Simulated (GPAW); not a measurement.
# Core-hole calculation of the Si K edge in SrSi (Cmcm), part 2 of 3

Aim: the near-edge shape at the Si K edge of SrSi (Cmcm), and what the core hole does to it.

GPAW 26.7.0; X-ray absorption from dipole matrix elements to empty bands, plane-wave PAW LDA.

So far. Step 2 (Ground state of the crystal): The mesh shows no gap, so the system is treated as a metal and the core electron is put at the Fermi level (neutral cell). Step 3 (Spectrum without a core hole, Si atom 3): Main maxima below 24 eV (height): 0.6 eV (0.63), 2.6 eV (1.00), 7.7 eV (1.81), 11.5 eV (1.02) and 20.3 eV (0.97). A K edge sees empty p states on the absorber.

## Step 5: Spectrum with XCH, Si atom 3

The holes are 6.2 Å apart. In GPAW the data set carries the hole's charge, so charge=0 means a charged cell and charge=-1 a neutral one. The excited electron is kept in the cell, where it fills the lowest empty states and screens the hole. After the field has converged, empty bands are computed with the density fixed and the dipole matrix elements are summed.

xas.py reads:

```python
import numpy as np
from ase import Atoms
from ase.parallel import parprint, paropen
from gpaw import GPAW, PW, FermiDirac, Mixer, MixerDif, setup_paths
from gpaw.test import gen
setup_paths.insert(0, '.')
gen('Si', name='fch1s', xcname='LDA', corehole=(1, 0, 1), write_xml=True)
from gpaw.mpi import world
world.barrier()

atoms = Atoms('Sr4Si4',
    cell=[[2.415, -5.665, 0],
     [4.83, 0, 4.04],
     [-4.83, 0, 4.04]],
    scaled_positions=[[0.72, 0.445, 0.805],
     [0.72, 0.945, 0.305],
     [0.28, 0.555, 0.195],
     [0.28, 0.055, 0.695],
     [0.132, 0.592, 0.658],
     [0.132, 0.092, 0.158],
     [0.868, 0.408, 0.342],
     [0.868, 0.908, 0.842]],
    pbc=True)
atoms.calc = calc = GPAW(legacy_gpaw=True, mode=PW(430, force_complex_dtype=True), xc='LDA', setups={4: 'fch1s'},
    kpts={'size': (3, 3, 3), 'gamma': True}, occupations=FermiDirac(0.1),
    charge=-1, mixer=Mixer(0.1, 5, 50), maxiter=150,
    convergence={'density': 0.0001, 'eigenstates': 1e-6}, txt='scf.txt')
energy = atoms.get_potential_energy() + calc.get_reference_energy()
ef = calc.get_fermi_level()
out = dict(energy=energy, fermi=ef, forces=atoms.get_forces().tolist())
parprint(f'all-electron energy {energy:.4f} eV, Fermi level {ef:.4f} eV')
ev = np.array([[calc.get_eigenvalues(k, s) for k in range(len(calc.get_ibz_k_points()))] for s in range(calc.get_number_of_spins())])
out['homo'], out['lumo'], out['counts'] = ev[ev < ef].max(), ev[ev > ef].min(), sorted(set((ev < ef).sum((0, 2)).tolist()))
out['filled'] = (ev[:, 0] < ef).sum(1).tolist()

from ase.units import Ha
from gpaw.xas import dipole_matrix_elements
nb = int(calc.get_number_of_electrons() / 2) + 134
top, nb = nb, nb + 8 + nb // 12
nscf = calc.fixed_density(kpts={'size': (4, 4, 4), 'gamma': True}, nbands=nb,
    convergence={'bands': top, 'eigenstates': 5e-3}, maxiter=60, txt='nscf.txt')
cell = atoms.cell.array
ops = [cell.T @ U.T @ np.linalg.inv(cell.T) for U in nscf.wfs.kd.symmetry.op_scc]
E = np.arange(-6, 34, 0.1)
fwhm = np.interp(E, [4, 25], [0.9, 3.5])
Y, X, zero, highest = 0, 0, 1e9, 1e9
for spin in range(nscf.get_number_of_spins()):
    wfs = nscf.wfs
    mine = wfs.bd.get_slice()  # this rank's bands
    A = dipole_matrix_elements(wfs.setups[4])
    eps = np.zeros((wfs.kd.nibzkpts, nb))
    d = np.zeros((3, A.shape[1], wfs.kd.nibzkpts, nb), complex)
    for kpt in wfs.kpt_u:
        if kpt.s == spin and 4 in kpt.P_ani:
            eps[kpt.k, mine] = kpt.eps_n * Ha
            d[:, :, kpt.k, mine] = (kpt.weight * wfs.nspins / 2) ** 0.5 * np.inner(A, kpt.P_ani[4])
    world.sum(eps)
    world.sum(d)
    T = np.einsum('amkn,bmkn->abkn', d, d.conj()).real
    T = sum(np.einsum('ai,ijkn,bj->abkn', R, T, R) for R in ops) / len(ops)
    empty = eps > ef
    zero, highest = min(zero, eps[empty].min()), min(highest, eps[:, top - 1].min())
    lines = [(eps, T, empty)] if spin == 0 else lines + [(eps, T, empty)]
for eps, T, empty in lines:
    f = np.einsum('aakn->akn', T).reshape(3, -1)
    x = eps.ravel() - zero
    w = np.interp(x, E, fwhm) / 2.35482
    g = np.exp(-0.5 * ((E[:, None] - x) / w) ** 2) / (w * (2 * np.pi) ** 0.5)
    Y = Y + (f * empty.ravel()) @ g.T
    X = X + (f * ~empty.ravel()) @ g.T
out.update(E=E.round(2).tolist(), xas=Y.tolist(), xes=X.tolist(), zero=zero, valid=highest - zero, nk=len(eps), nb=nb)
for i in range(0, len(E), 10):
    parprint(f'{E[i]:7.2f}', *(f'{v:10.3e}' for v in Y[:, i]))
import json
with paropen('out.json', 'w') as f:
    json.dump(out, f)
```

The run is started by

```sh
$ OMP_NUM_THREADS=1 mpirun -n 4 gpaw python xas.py
```

Numbers of over 12 decimals in the logs are rounded to 6 here.

What it wrote:

```text
Input parameters:
  charge: -1
  convergence: {density: 0.0001,
                eigenstates: 1e-06}
  kpts: {gamma: True,
         size: (3, 3, 3)}
  maxiter: 150
  mixer: {backend: pulay,
          beta: 0.1,
          method: separate,
          nmaxold: 5,
          weight: 50}
  mode: {ecut: 430.0,
         force_complex_dtype: True,
         name: pw}
  occupations: {fixmagmom: False,
                name: fermi-dirac,
                width: 0.1}
  setups: {4: fch1s}

Initialize ...

[... PAW data sets ...]

Reference energy: -375168.201510  # eV

Spin-paired calculation

[... convergence settings ...]
Symmetries present (total): 1
  [... symmetry matrices ...]

27 k-points: 3 x 3 x 3 Monkhorst-Pack grid
14 k-points in the irreducible part of the Brillouin zone
       k-points in crystal coordinates                weights
   0:     0.00000000    0.00000000    0.00000000          1/27
   1:     0.00000000    0.00000000    0.33333333          2/27
   2:     0.00000000    0.33333333   -0.33333333          2/27
   3:     0.00000000    0.33333333    0.00000000          2/27
   4:     0.00000000    0.33333333    0.33333333          2/27
   5:     0.33333333   -0.33333333   -0.33333333          2/27
   6:     0.33333333   -0.33333333    0.00000000          2/27
   7:     0.33333333   -0.33333333    0.33333333          2/27
   8:     0.33333333    0.00000000   -0.33333333          2/27
   9:     0.33333333    0.00000000    0.00000000          2/27
          ...
  13:     0.33333333    0.33333333    0.33333333          2/27

Wave functions: Plane wave expansion
  Cutoff energy: 430.000 eV
  Number of coefficients (min, max): 4468, 4491
  Pulay-stress correction: 0.000000 eV/Ang^3 (de/decut=0.000000)
  Using FFTW library
  Wavefunction extrapolation:
    Improved wavefunction reuse through dual PAW basis

Occupation numbers: Fermi-Dirac:
  width: 0.1000  # eV

Eigensolver
   Davidson(niter=2)

Densities:
  Coarse grid: 30*32*32 grid
  Fine grid: 60*64*64 grid
  Total Charge: 0.000000

Density mixing:
  Method: separate
  Backend: pulay
  Linear mixing parameter: 0.1
  old densities: 5
  Width of damping distribution: 1.1
  Damping of long wavelength oscillations: 50

[... Hamiltonian set-up ...]
Number of atoms: 8
Number of atomic orbitals: 36
Number of bands in calculation: 36
Number of valence electrons: 57
Bands to converge: occupied

... initialized

Initializing position-dependent things.

Density initialized from atomic densities
Creating initial wave functions:
  36 bands from LCAO basis set

                Si Si

              Sr          Sr
         Sr          Sr

                Si Si

Atomic positions and initial magnetic moments

Positions:
   0 Sr    -0.000000   -4.078800    5.050000    ( 0.0000,  0.0000,  0.0000)
   1 Sr     4.830000   -4.078800    5.050000    ( 0.0000,  0.0000,  0.0000)
   2 Sr     2.415000   -1.586200    3.030000    ( 0.0000,  0.0000,  0.0000)
   3 Sr    -2.415000   -1.586200    3.030000    ( 0.0000,  0.0000,  0.0000)
   4 Si    -0.000000   -0.747780    5.050000    ( 0.0000,  0.0000,  0.0000)
   5 Si     0.000000   -0.747780    1.010000    ( 0.0000,  0.0000,  0.0000)
   6 Si     2.415000   -4.917220    3.030000    ( 0.0000,  0.0000,  0.0000)
   7 Si     2.415000   -4.917220    7.070000    ( 0.0000,  0.0000,  0.0000)

Unit cell:
           periodic     x           y           z      points  spacing
  1. axis:    yes    2.415000   -5.665000    0.000000    30     0.1888
  2. axis:    yes    4.830000    0.000000    4.040000    32     0.1868
  3. axis:    yes   -4.830000    0.000000    4.040000    32     0.1868

  Lengths:   6.158283   6.296864   6.296864
  Angles:  100.179154 107.505761  72.494239

Effective grid spacing dv^(1/3) = 0.1931

iter:   1   -51.678832
iter:   2   -48.854858   -0.95  -0.94
iter:   3   -46.680155   -1.07  -1.07
iter:   4   -46.610190   -2.25  -1.31
iter:   5   -46.578676   -2.20  -1.42
iter:   6   -46.611240   -2.16  -1.82
iter:   7   -46.540786   -2.69  -2.02
iter:   8   -46.540505   -4.07  -2.44
iter:   9   -46.539319c  -3.79  -2.53
iter:  10   -46.538314c  -4.41  -2.81
iter:  11   -46.538221c  -5.16  -3.09
iter:  12   -46.538186c  -6.02c -3.35
iter:  13   -46.538135c  -5.95  -3.52
iter:  14   -46.538130c  -6.81c -3.67
iter:  15   -46.538131c  -7.22c -3.79
iter:  16   -46.538128c  -7.84c -3.93
iter:  17   -46.538126c  -7.52c -4.09c

Converged after 17 iterations.

Dipole moment: (-0.119906, 0.185391, 0.152113) |e|*Ang

Energy contributions relative to reference atoms: (reference = -375168.201510)

Kinetic:        +28.669059
Potential:      -20.153298
External:        +0.000000
XC:             -53.941954
Entropy (-ST):   -0.140674
Local:           -1.041596
SIC:             +0.000000
--------------------------
Free energy:    -46.608463
Extrapolated:   -46.538126

Showing only first 2 kpts
 Kpt  Band  Eigenvalues  Occupancy
  0    26      4.17912    2.00000
  0    27      5.21282    1.99481
  0    28      6.13888    0.07052
  0    29      6.20994    0.03528

  1    26      4.67346    1.99998
  1    27      5.33897    1.98179
  1    28      5.78806    1.09921
[...]
Fermi level: 5.80797

No gap
No difference between direct/indirect transitions

Forces in eV/Ang:
  0 Sr    0.05962   -0.07578   -0.00000
  1 Sr   -0.06494   -0.11782   -0.00000
  2 Sr    0.00664    0.11575   -0.03458
  3 Sr    0.00664    0.11575    0.03458
  4 Si   -0.03695    0.12325   -0.00000
  5 Si   -0.01813    0.08389    0.00000
  6 Si    0.02352   -0.12189   -0.07784
  7 Si    0.02352   -0.12189    0.07784
Scalar-relativistic atomic LDA calculation for Si (Silicon, Z=14)
Core hole in 1s state (1s occupation: 1.0)
450 radial gridpoints.
|------------------------------------------------|
|------------------------------------------------|
[... the atom generator's iteration count ...]

Energy contributions:
-------------------------
Kinetic:     +220.780583
XC:           -16.024777
Potential:   -425.439960
-------------------------
Total:       -220.684154

state      eigenvalue         ekin         rmax
-----------------------------------------------
1s^1.0 :   -70.908741    95.421565        0.072
2s^2.0 :    -6.456485    14.802915        0.434
2p^6.0 :    -4.992185    14.606350        0.356
3s^2.0 :    -0.832237     2.282916        1.576
3p^2.0 :    -0.531202     1.774628        1.742
-----------------------------------------------
(units: Bohr and Hartree)

Generating PAW setup
Kinetic energy of the core from tauc = 213.098295
Cutoffs:
rc(s)=2.000
rc(p)=2.000
rc(d)=2.000
rc(vbar)=1.800
rc(comp)=2.000
rc(nct)=2.000

Kinetic energy of the core states: 212.665494
Charge: 1.0
Core electrons: 9.0
Valence electrons: 4.0
Pseudo-core charge: 0.076274
Shape function alpha=2.500
Pseudo-electron charge 4.459138
state    eigenvalue         norm
--------------------------------
3s(2) :    -0.832237     1.189334
*s    :     0.167763
3p(2) :    -0.531202     1.002098
*p    :     0.468798
*d    :     0.000000
--------------------------------

Diagonalizing with gridspacing h=0.050

state   all-electron     PAW
-------------------------------
3s:      -0.832237    -0.832487
3p:      -0.531202    -0.531501
*d:                   -0.147046
*f:                   -0.019078
-------------------------------
all-electron energy -375214.7396 eV, Fermi level 5.8080 eV
[...]
31.00  3.623e-06  3.714e-06  3.499e-06
  32.00  3.780e-06  3.692e-06  3.541e-06
  33.00  4.045e-06  3.745e-06  3.586e-06
```

The job ended after 83 s (4 MPI ranks of Intel Xeon Platinum 8488C (Sapphire Rapids), shared host; peak memory 0.44 GiB; 5.5 min of CPU time).

The Si K spectrum, Si atom 3, excited-electron core hole (neutral cell) (energy from the lowest empty level; intensity scaled to a mean of 1 over the first 20 eV; polarised curves are means over the symmetry-equivalent atoms):

| E (eV) | isotropic | ε ∥ x | ε ∥ y | ε ∥ z |
| --- | --- | --- | --- | --- |
| -2.0 | 0.00 | 0.00 | 0.00 | 0.00 |
| -1.5 | 0.00 | 0.00 | 0.00 | 0.00 |
| -1.0 | 0.01 | 0.00 | 0.01 | 0.01 |
| -0.5 | 0.11 | 0.03 | 0.11 | 0.18 |
| 0.0 | 0.47 | 0.21 | 0.47 | 0.74 |
| 0.5 | 0.78 | 0.44 | 0.74 | 1.15 |
| 1.0 | 0.84 | 0.47 | 0.76 | 1.29 |
| 1.5 | 0.84 | 0.45 | 0.76 | 1.31 |
| 2.0 | 1.04 | 0.58 | 1.08 | 1.45 |
| 2.5 | 1.20 | 0.72 | 1.30 | 1.57 |
| 3.0 | 1.07 | 0.82 | 1.09 | 1.30 |
| 3.5 | 1.26 | 1.10 | 1.46 | 1.23 |
| 4.0 | 1.51 | 1.28 | 1.83 | 1.42 |
| 4.5 | 1.74 | 1.59 | 1.83 | 1.80 |
| 5.0 | 1.81 | 2.10 | 1.66 | 1.67 |
| 5.5 | 1.77 | 2.29 | 1.67 | 1.36 |
| 6.0 | 1.63 | 1.99 | 1.64 | 1.26 |
| 6.5 | 1.45 | 1.58 | 1.44 | 1.32 |
| 7.0 | 1.38 | 1.45 | 1.32 | 1.37 |
| 7.5 | 1.31 | 1.46 | 1.24 | 1.24 |
| 8.0 | 1.12 | 1.29 | 1.08 | 0.99 |
| 8.5 | 0.95 | 1.04 | 0.94 | 0.86 |
| 9.0 | 0.86 | 0.86 | 0.82 | 0.88 |
| 9.5 | 0.80 | 0.72 | 0.71 | 0.96 |
| 10.0 | 0.77 | 0.63 | 0.63 | 1.06 |
| 10.5 | 0.79 | 0.60 | 0.63 | 1.13 |
| 11.0 | 0.78 | 0.60 | 0.67 | 1.08 |
| 11.5 | 0.75 | 0.60 | 0.73 | 0.93 |
| 12.0 | 0.73 | 0.60 | 0.80 | 0.80 |
| 12.5 | 0.73 | 0.58 | 0.87 | 0.76 |
| 13.0 | 0.75 | 0.56 | 0.89 | 0.79 |
| 13.5 | 0.75 | 0.53 | 0.87 | 0.85 |
| 14.0 | 0.75 | 0.53 | 0.83 | 0.89 |
| 14.5 | 0.75 | 0.55 | 0.78 | 0.92 |
| 15.0 | 0.76 | 0.59 | 0.75 | 0.92 |
| 15.5 | 0.77 | 0.66 | 0.74 | 0.90 |
| 16.0 | 0.78 | 0.74 | 0.75 | 0.86 |
| 16.5 | 0.80 | 0.81 | 0.78 | 0.80 |
| 17.0 | 0.81 | 0.86 | 0.83 | 0.75 |
| 17.5 | 0.83 | 0.90 | 0.88 | 0.72 |
| 18.0 | 0.86 | 0.94 | 0.93 | 0.72 |
| 18.5 | 0.89 | 0.97 | 0.95 | 0.74 |
| 19.0 | 0.90 | 1.00 | 0.95 | 0.76 |
| 19.5 | 0.91 | 1.02 | 0.93 | 0.79 |
| 20.0 | 0.91 | 1.02 | 0.90 | 0.81 |
| 20.5 | 0.90 | 1.00 | 0.87 | 0.83 |
| 21.0 | 0.88 | 0.96 | 0.83 | 0.84 |
| 21.5 | 0.85 | 0.91 | 0.80 | 0.85 |
| 22.0 | 0.83 | 0.87 | 0.78 | 0.85 |
| 22.5 | 0.81 | 0.83 | 0.76 | 0.85 |
| 23.0 | 0.79 | 0.80 | 0.74 | 0.84 |
| 23.5 | 0.78 | 0.78 | 0.74 | 0.82 |
| 24.0 | 0.77 | 0.78 | 0.73 | 0.79 |
| 24.5 | 0.75 | 0.78 | 0.72 | 0.76 |
| 25.0 | 0.74 | 0.78 | 0.72 | 0.72 |
| 25.5 | 0.73 | 0.77 | 0.71 | 0.69 |
| 26.0 | 0.71 | 0.77 | 0.71 | 0.66 |
| 26.5 | 0.71 | 0.77 | 0.72 | 0.64 |
| 27.0 | 0.70 | 0.76 | 0.73 | 0.62 |
| 27.5 | 0.70 | 0.76 | 0.73 | 0.62 |
| 28.0 | 0.70 | 0.75 | 0.74 | 0.62 |
| 28.5 | 0.70 | 0.74 | 0.74 | 0.62 |
| 29.0 | 0.69 | 0.73 | 0.73 | 0.62 |
| 29.5 | 0.69 | 0.71 | 0.72 | 0.63 |
| 30.0 | 0.68 | 0.69 | 0.71 | 0.64 |

Main maxima below 24 eV (height): 2.5 eV (1.20), 5.0 eV (1.81) and 19.6 eV (0.91). 

The total-energy difference is 1842.81 eV. One term is added: -14.86 eV, since the hole is spin-paired here and a spin-polarised one costs that much less in the free atom (computed apart). The photon energy is then 1827.95 eV. The tabulated edge of the element is 1839 eV. The functional leaves an error in such absolute values: in the free atom LDA prices this hole 7.8 eV below PBE (computed apart), and PBE is itself good to a few eV.

## Step 6: Spectrum with FCH, Si atom 3

The holes are 6.2 Å apart. In GPAW the data set carries the hole's charge, so charge=0 means a charged cell and charge=-1 a neutral one. The excited electron is left out and a uniform background balances the charge. After the field has converged, empty bands are computed with the density fixed and the dipole matrix elements are summed.

Changed against the first core-hole run: core hole to FCH.

Edit xas.py of step 5 so:

```diff
@@ -25,3 +25,3 @@
     kpts={'size': (3, 3, 3), 'gamma': True}, occupations=FermiDirac(0.1),
-    charge=-1, mixer=Mixer(0.1, 5, 50), maxiter=150,
+    charge=0, mixer=Mixer(0.1, 5, 50), maxiter=150,
     convergence={'density': 0.0001, 'eigenstates': 1e-6}, txt='scf.txt')
```

What it wrote:

```text
Input parameters:
  convergence: {density: 0.0001,
                eigenstates: 1e-06}
  kpts: {gamma: True,
         size: (3, 3, 3)}
  maxiter: 150
  mixer: {backend: pulay,
          beta: 0.1,
          method: separate,
          nmaxold: 5,
          weight: 50}
  mode: {ecut: 430.0,
         force_complex_dtype: True,
         name: pw}
  occupations: {fixmagmom: False,
                name: fermi-dirac,
[...]
*p    :     0.468798
*d    :     0.000000
--------------------------------

Diagonalizing with gridspacing h=0.050

state   all-electron     PAW
-------------------------------
3s:      -0.832237    -0.832487
3p:      -0.531202    -0.531501
*d:                   -0.147046
*f:                   -0.019078
-------------------------------
all-electron energy -375220.4948 eV, Fermi level 5.6481 eV
[...]
32.00  3.724e-06  3.689e-06  3.534e-06
  33.00  3.980e-06  3.722e-06  3.575e-06
[key lines of the parts left out:]
Converged after 18 iterations.
Dipole moment: (-0.140583, 0.169338, 0.126663) |e|*Ang
Free energy:    -52.345571
Fermi level: 5.64807
```

Elapsed: 77 s, on 4 MPI ranks; peak memory 0.44 GiB; 5.1 min of CPU time.

| E (eV) | first run | this run |
| --- | --- | --- |
| -2.0 | 0.00 | 0.00 |
| -1.0 | 0.01 | 0.00 |
| 0.0 | 0.47 | 0.45 |
| 1.0 | 0.84 | 0.85 |
| 2.0 | 1.04 | 0.92 |
| 3.0 | 1.07 | 1.14 |
| 4.0 | 1.51 | 1.40 |
| 5.0 | 1.81 | 1.79 |
| 6.0 | 1.63 | 1.72 |
| 7.0 | 1.38 | 1.40 |
| 8.0 | 1.12 | 1.22 |
| 9.0 | 0.86 | 0.89 |
| 10.0 | 0.77 | 0.78 |
| 11.0 | 0.78 | 0.79 |
| 12.0 | 0.73 | 0.74 |
| 13.0 | 0.75 | 0.74 |
| 14.0 | 0.75 | 0.75 |
| 15.0 | 0.76 | 0.75 |
| 16.0 | 0.78 | 0.78 |
| 17.0 | 0.81 | 0.80 |
| 18.0 | 0.86 | 0.85 |
| 19.0 | 0.90 | 0.90 |
| 20.0 | 0.91 | 0.91 |
| 21.0 | 0.88 | 0.89 |
| 22.0 | 0.83 | 0.84 |
| 23.0 | 0.79 | 0.80 |
| 24.0 | 0.77 | 0.77 |
| 25.0 | 0.74 | 0.75 |
| 26.0 | 0.71 | 0.72 |
| 27.0 | 0.70 | 0.71 |
| 28.0 | 0.70 | 0.71 |
| 29.0 | 0.69 | 0.70 |
| 30.0 | 0.68 | 0.68 |

Against the first run the r.m.s. difference is 5 %. The highest intensity below 16 eV goes from 5.0 eV (1.81) to 5.3 eV (1.81).

The photon energy of the zero moves by -0.10 eV.

(Part 2 of 3 ends here.)

[Banner, clock and machine lines of the logs are left out without a mark of their own.]

[Logs are printed without paths, hosts, clocks, repeated set-up lines and the standing remarks that a program may print on its own settings, such as how far it seeks lower states.]

[Hosts, paths, dates, database ids (printed as entryN), source tags and the programs' standing remarks are cut or masked in the printed files.]

[Lists of maxima count a maximum above −3 eV only where it reaches 4 % of the highest in the window and stands out from its surroundings by 2 % of it (1.5 % where it reaches 55 %); shoulders and weaker maxima are passed over, and of the rest the first, up to two pre-edge ones and the few strongest are named.]
